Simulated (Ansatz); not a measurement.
# LiMgInN2: complex band structure, part 2 of 2

A new crystal, LiMgInN2: structure, gap and complex bands. It is built by putting In for B in the LiMgBN2 structure of space group I-4m2, with the volume rescaled by atomic radii. The parent structure comes from the Materials Project.

Ansatz 0.2.0; PBE DFT, plane waves, PAW files (the session's first sound run).

So far, gap on the k-mesh (eV): step 3 (the bulk crystal and its band edges) 0.830; step 4 (complex bands, plane (001), k-mesh 6×6×6) 0.830.

The structure was built from a prototype and need not be the compound's stable phase.

**5. Decaying states in the gap, plane (110), k-mesh 8×8×8**

The same for the (110) plane, at (0, 0), (-0.5, -0.5) and (0.5, 0), to see how the decay depends on direction.

The input, input.yaml:

```yaml
crystal:
  lattice:
    - [6.295139092, 0.0, 0.0]
    - [3.936364271, 4.912617685, 0.0]
    - [1.179387411, -2.456308843, 2.72477665]
  atoms:
    - { symbol: Li, position: [0.75, 0.75, 0.5] }
    - { symbol: Mg, position: [0.25, 0.25, 0.5] }
    - { symbol: In, position: [0.5, 0.5, 0.0] }
    - { symbol: "N", position: [0.6736352466, 0.6736352466, 0.0] }
    - { symbol: "N", position: [0.3263647534, 0.3263647534, 0.0] }
kpoints:
  mp_grid: { grid: [8, 8, 8] }
scf:
  occupations: { method: fixed }
hamiltonian:
  xc: pbe
output:
  eigenvalues: true
  transmission:
    leads: [[0, 0]]
    kpoints: [[0.0, 0.0], [-0.5, -0.5], [0.5, 0.0]]
    e_range: [-1.0, 1.83]
    de: 0.07
```

Started as:

```sh
$ ansatz run input.yaml --threads 2 --pin off --max-ram 4096MiB --backend cpu --events-out ev --progress --plain --runs-dir out
```

Wall time 70 s (2 threads of Arm Neoverse V1, shared host); peak memory 0.75 GiB; 2.3 min of CPU time.

Numbers from this step:

```yaml
free_energy: -8495.2766 eV
gap_on_the_k_mesh: 0.8301 eV
level_to_which_the_leads_are_filled: 0.4151 eV from the Fermi level
decay_constant_at_the_filling_level_zone_centre: 0.1528 Å⁻¹
decay_constant_at_the_filling_level_slowest_listed_point: 0.1528 Å⁻¹
```

K parallel (0, 0); values up to 1.5 1/Å, a degenerate pair printed once or twice; energies at which all values exceed this have no row. The Im kz of the slowest decaying states by energy, zero at the highest filled level on the SCF mesh:

```
energy (eV)  decay 1 (Å⁻¹)  decay 2 (Å⁻¹)  decay 3 (Å⁻¹)  decay 4 (Å⁻¹)
      -1.00         0.0619          0.345          0.450          0.548
      -0.86          0.111          0.313          0.511          0.543
      -0.72         0.0760          0.251          0.538          0.560
      -0.58         0.0269         0.0501         0.0674          0.532
      -0.44         0.0619          0.104          0.268          0.525
      -0.30          0.135          0.260          0.361          0.517
      -0.16          0.153          0.347          0.429          0.508
      -0.02          0.162          0.408          0.484          0.498
       0.12          0.165          0.456          0.488          0.532
       0.26          0.162          0.476          0.496          0.575
       0.40          0.153          0.464          0.529          0.613
       0.54          0.135          0.450          0.557          0.649
       0.68          0.104          0.434          0.582          0.683
       0.82         0.0285          0.417          0.602          0.716
       0.96          0.399          0.620          0.747          0.796
       1.10          0.377          0.634          0.778          0.781
       1.24          0.353          0.647          0.768          0.809
       1.38          0.324          0.657          0.757          0.822
       1.52          0.288          0.666          0.751          0.778
       1.66          0.239          0.673          0.739          0.846
       1.80          0.145          0.678          0.713          0.851
```

K parallel (0, 0). Re kz of states that move upwards against energy, zero at the highest filled level on the SCF mesh:

```
energy (eV)  channel 1 (Å⁻¹)  channel 2 (Å⁻¹)  channel 3 (Å⁻¹)
      -1.00           -0.227                -                -
      -0.86           -0.171                -                -
      -0.72           -0.111                -                -
      -0.58            0.455                -                -
      -0.44                -                -                -
      -0.30                -                -                -
      -0.23                -                -                -
      -0.09                -                -                -
      -0.02                -                -                -
       0.05                -                -                -
       0.19                -                -                -
       0.33                -                -                -
       0.47                -                -                -
       0.61                -                -                -
       0.75                -                -                -
       0.89           0.0724                -                -
       1.03            0.141                -                -
       1.10            0.169                -                -
       1.24            0.223                -                -
       1.38            0.277                -                -
       1.52            0.339                -                -
       1.66            0.418                -                -
       1.80            0.600                -                -
```

K parallel (-0.5, -0.5); values up to 1.5 1/Å, a degenerate pair printed once or twice; energies at which all values exceed this have no row. Im kz of the slowest decaying states against energy, zero at the highest filled level on the SCF mesh:

```
energy (eV)  decay 1 (Å⁻¹)  decay 2 (Å⁻¹)  decay 3 (Å⁻¹)  decay 4 (Å⁻¹)
      -1.00          0.329          0.554          0.583          0.698
      -0.86          0.360          0.484          0.585          0.683
      -0.72          0.353          0.382          0.613          0.668
      -0.58         0.0640          0.396          0.639          0.653
      -0.44          0.403          0.639          0.662          0.797
      -0.30          0.408          0.626          0.683          0.802
      -0.16          0.413          0.613          0.703          0.806
      -0.02          0.416          0.601          0.721          0.810
       0.12          0.147          0.310          0.418          0.589
       0.26          0.208          0.416          0.437          0.578
       0.40          0.248          0.412          0.522          0.566
       0.54          0.277          0.405          0.555          0.587
       0.68          0.299          0.396          0.544          0.639
       0.82          0.315          0.384          0.532          0.680
       0.96          0.328          0.369          0.520          0.693
       1.10          0.337          0.352          0.508          0.659
       1.24          0.330          0.344          0.496          0.624
       1.38          0.305          0.348          0.483          0.587
       1.52          0.273          0.350          0.469          0.548
       1.66          0.233          0.350          0.455          0.506
       1.80          0.179          0.348          0.440          0.460
```

K parallel (0.5, 0); values up to 1.5 1/Å, a degenerate pair printed once or twice; energies at which all values exceed this have no row. Table of Im kz of the slowest decaying states by energy, zero at the highest filled level on the SCF mesh:

```
energy (eV)  decay 1 (Å⁻¹)  decay 2 (Å⁻¹)  decay 3 (Å⁻¹)  decay 4 (Å⁻¹)
      -1.00          0.184          0.232           1.30           1.41
      -0.79          0.257          0.269           1.25           1.34
      -0.58          0.120          0.314           1.18           1.29
      -0.37          0.414          0.434           1.08           1.25
      -0.23          0.472          0.503           1.00           1.23
      -0.02          0.497          0.522          0.708          0.895
       0.19          0.471          0.496          0.879          0.882
       0.40          0.450          0.485          0.952          0.971
       0.61          0.429          0.470          0.980           1.02
       0.82          0.404          0.451          0.987           1.03
       1.03          0.371          0.429          0.977           1.05
       1.17          0.344          0.411          0.963           1.06
       1.38          0.288          0.376          0.936           1.07
       1.59          0.197          0.325          0.906           1.06
       1.80          0.228          0.879           1.03           1.10
```

At the listed wavevectors the last open channel is at -0.02 eV and the next at +0.89 eV on the grid. At +0.40 eV, the grid energy nearest the filling level (the middle of the gap on the SCF mesh), the slowest state at the listed wavevectors decays with κ = 0.153 Å⁻¹, its amplitude falling by e over 6.5 Å; the first such run, plane (001), gave 0.203 Å⁻¹.

**6. Band edges at another level**

This step: LDA DFT, plane waves, PAW files (Ansatz 0.2.0).

The edges again with LDA, at the same atoms.

The input, input.yaml:

```yaml
crystal:
  lattice:
    - [-1.9267080467, 1.9267080467, 5.6748892852]
    - [1.9267080467, -1.9267080467, 5.6748892852]
    - [1.9267080467, 1.9267080467, -5.6748892852]
  atoms:
    - { symbol: Li, position: [0.25, 0.75, 0.5] }
    - { symbol: Mg, position: [0.75, 0.25, 0.5] }
    - { symbol: In, position: [0.5, 0.5, 0.0] }
    - { symbol: "N", position: [0.6736352466, 0.6736352466, 0.0] }
    - { symbol: "N", position: [0.3263647534, 0.3263647534, 0.0] }
kpoints:
  mp_grid: { grid: [8, 8, 8] }
  band_path: { path: [VBM, CBM], npoints: 30 }
scf:
  occupations: { method: fixed }
hamiltonian:
  xc: lda
output:
  eigenvalues: true
```

The job ended after 12 s (2 threads; peak memory 0.36 GiB; 23 s of CPU time).

This step gave:

- free energy: -8309.3445 eV
- Fermi energy: 4.487 eV
- gap on the k-mesh: 0.7921 eV
- gap on path: 0.7921 eV, by band count; negative where bands overlap
- direct gap on path: 1.391 eV

Electronic bands along the path, in eV, zero at the Fermi level (highest filled level under fixed occupations); v1 is the highest filled band, c1 the lowest empty one:

```
  point     v4     v3     v2     v1    c1    c2    c3    c4
    VBM  -1.91  -1.91   0.00   0.00  2.49  3.61  5.08  6.04
halfway  -2.30  -2.19  -1.20  -0.97  2.69  2.70  3.80  4.04
    CBM  -1.50  -1.50  -0.60  -0.60  0.79  4.63  6.17  6.17
```

The searched edges give 0.792 eV, as on the mesh.

Between step 3 and this run (LDA) the value for the gap on the k-mesh moves from 0.830 eV to 0.792 eV.

**7. Complex bands at another level**

This step: LDA DFT, plane waves, PAW files; complex bands by layer matching along the plane's normal (Ansatz 0.2.0).

The complex bands at that level, over its own gap, at (0, 0) and (0.5, 0).

The input, input.yaml:

```yaml
crystal:
  lattice:
    - [3.853416093, 0.0, 0.0]
    - [0.0, 3.853416093, 0.0]
    - [1.926708047, 1.926708047, 5.674889285]
  atoms:
    - { symbol: Li, position: [0.25, 0.75, 0.5] }
    - { symbol: Mg, position: [0.75, 0.25, 0.5] }
    - { symbol: In, position: [0.5, 0.5, 0.0] }
    - { symbol: "N", position: [0.3263647534, 0.3263647534, 0.3472704932] }
    - { symbol: "N", position: [0.6736352466, 0.6736352466, 0.6527295068] }
kpoints:
  mp_grid: { grid: [6, 6, 6] }
scf:
  occupations: { method: fixed }
hamiltonian:
  xc: lda
output:
  eigenvalues: true
  transmission:
    leads: [[0, 0]]
    kpoints: [[0.0, 0.0], [0.5, 0.0]]
    e_range: [-1.0, 1.79]
    de: 0.07
```

It took 15 s on 2 threads; peak memory 0.4 GiB; 21 s of CPU time.

This step gave:

| Quantity | Value |
| --- | --- |
| free energy | -8309.3440 eV |
| Fermi energy | 4.488 eV |
| gap on the k-mesh | 0.7918 eV |
| level to which the leads are filled | 0.3959 eV from the Fermi level |
| decay constant at the filling level, zone centre | 0.1944 Å⁻¹ |
| decay constant at the filling level, slowest listed point | 0.1944 Å⁻¹ |

K parallel (0, 0); values up to 1.5 1/Å, a degenerate pair printed once or twice; energies at which all values exceed this have no row. Im kz of the slowest decaying states against energy, zero at the highest filled level on the SCF mesh:

```
energy (eV)  decay 1 (Å⁻¹)  decay 2 (Å⁻¹)  decay 3 (Å⁻¹)  decay 4 (Å⁻¹)
      -1.00          0.182          0.300          0.793              -
      -0.79          0.148          0.305          0.797              -
      -0.58          0.303          0.802              -              -
      -0.44          0.298          0.807              -              -
      -0.23          0.284          0.815              -              -
      -0.02          0.263          0.824           1.49              -
       0.19          0.212          0.234          0.835           1.46
       0.40          0.194          0.295          0.848           1.44
       0.54          0.159          0.334          0.858           1.42
       0.75         0.0658          0.381          0.875           1.39
       0.96          0.417          0.894           1.37              -
       1.17          0.447          0.919           1.33              -
       1.31          0.463          0.938           1.31           1.49
       1.52          0.485          0.976           1.27           1.47
       1.73          0.503           1.03           1.22           1.45
```

K parallel (0, 0). The Re kz of states that move upwards by energy, zero at the highest filled level on the SCF mesh:

```
energy (eV)  channel 1 (Å⁻¹)  channel 2 (Å⁻¹)
      -1.00                -                -
      -0.93                -                -
      -0.86                -                -
      -0.79                -                -
      -0.72                -                -
      -0.65                -                -
      -0.58           0.0563           0.0563
      -0.51            0.122            0.122
      -0.44            0.170            0.170
      -0.37            0.213            0.213
      -0.23            0.298            0.298
      -0.16            0.345            0.345
      -0.09            0.400            0.400
      -0.02            0.484            0.484
       0.05                -                -
       0.12                -                -
       0.19                -                -
       0.26                -                -
       0.33                -                -
       0.40                -                -
       0.47                -                -
       0.54                -                -
       0.61                -                -
       0.68                -                -
       0.75                -                -
       0.82           0.0554                -
       0.89            0.103                -
       0.96            0.136                -
       1.10            0.187                -
       1.17            0.208                -
       1.24            0.228                -
       1.31            0.247                -
       1.38            0.265                -
       1.45            0.282                -
       1.52            0.298                -
       1.59            0.314                -
       1.66            0.330                -
       1.73            0.345                -
```

K parallel (0.5, 0); values up to 1.5 1/Å, a degenerate pair printed once or twice; energies at which all values exceed this have no row. Table of Im kz of the slowest decaying states by energy, zero at the highest filled level on the SCF mesh:

```
energy (eV)  decay 1 (Å⁻¹)  decay 2 (Å⁻¹)  decay 3 (Å⁻¹)
      -1.00          0.764           1.21              -
      -0.86         0.0277          0.763           1.20
      -0.72          0.113          0.710           1.19
      -0.58          0.153          0.623           1.17
      -0.51          0.169          0.725           1.17
      -0.37          0.194          0.805           1.15
      -0.23          0.214          0.848           1.14
      -0.09          0.229          0.876           1.13
      -0.02          0.236          0.887           1.12
       0.05          0.242          0.896           1.11
       0.19          0.252          0.911           1.10
       0.33          0.259          0.922           1.08
       0.40          0.262          0.927           1.08
       0.54          0.266          0.934           1.06
       0.68          0.267          0.939           1.05
       0.82          0.266          0.943           1.03
       0.96          0.261          0.945           1.01
       1.10          0.251          0.947          0.997
       1.24          0.234          0.947          0.978
       1.31          0.222          0.946          0.969
       1.45          0.181          0.945          0.950
       1.59         0.0375          0.929          0.943
       1.73          0.138          0.907          0.941
```

At the listed wavevectors the last open channel is at -0.02 eV and the next at +0.82 eV on the grid. At +0.40 eV, the grid energy nearest the filling level (the middle of the gap on the SCF mesh), the slowest state at the listed wavevectors decays with κ = 0.194 Å⁻¹, its amplitude falling by e over 5.1 Å; the first such run, plane (001), gave 0.203 Å⁻¹.

**8. Summary of results**

```yaml
band_gap: 0.830 eV
least_decay_constant_at_mid_gap_normal_to_001: 0.203 Å⁻¹
least_decay_constant_at_mid_gap_normal_to_110: 0.153 Å⁻¹
least_decay_constant_lda: 0.194 Å⁻¹
```

In words: With PBE, the slowest decay at the wavevectors tried is κ = 0.153 Å⁻¹, normal to (110). Through such a film the transmission near mid-gap falls as exp(−2κd), a factor of ten every 7.5 Å. The decay depends on direction: 1.3 times faster normal to (001). A free electron under a barrier of half the gap would need a mass of 0.21 mₑ to decay at this rate. With LDA the gap goes from 0.830 to 0.792 eV and the decay constant, over the first 2 listed wavevectors, from 0.203 to 0.194 Å⁻¹. The compound is made up by substitution; its stability against other phases and against distortions of the cell's symmetry was not tested. A semilocal functional narrows gaps, so real decay constants are likely larger.

[Logs are printed without paths, hosts, clocks, repeated set-up lines and the standing remarks that a program may print on its own settings, such as how far it seeks lower states.]

[Hosts, paths, dates, database ids (printed as entryN), source tags and the programs' standing remarks are cut or masked in the printed files.]
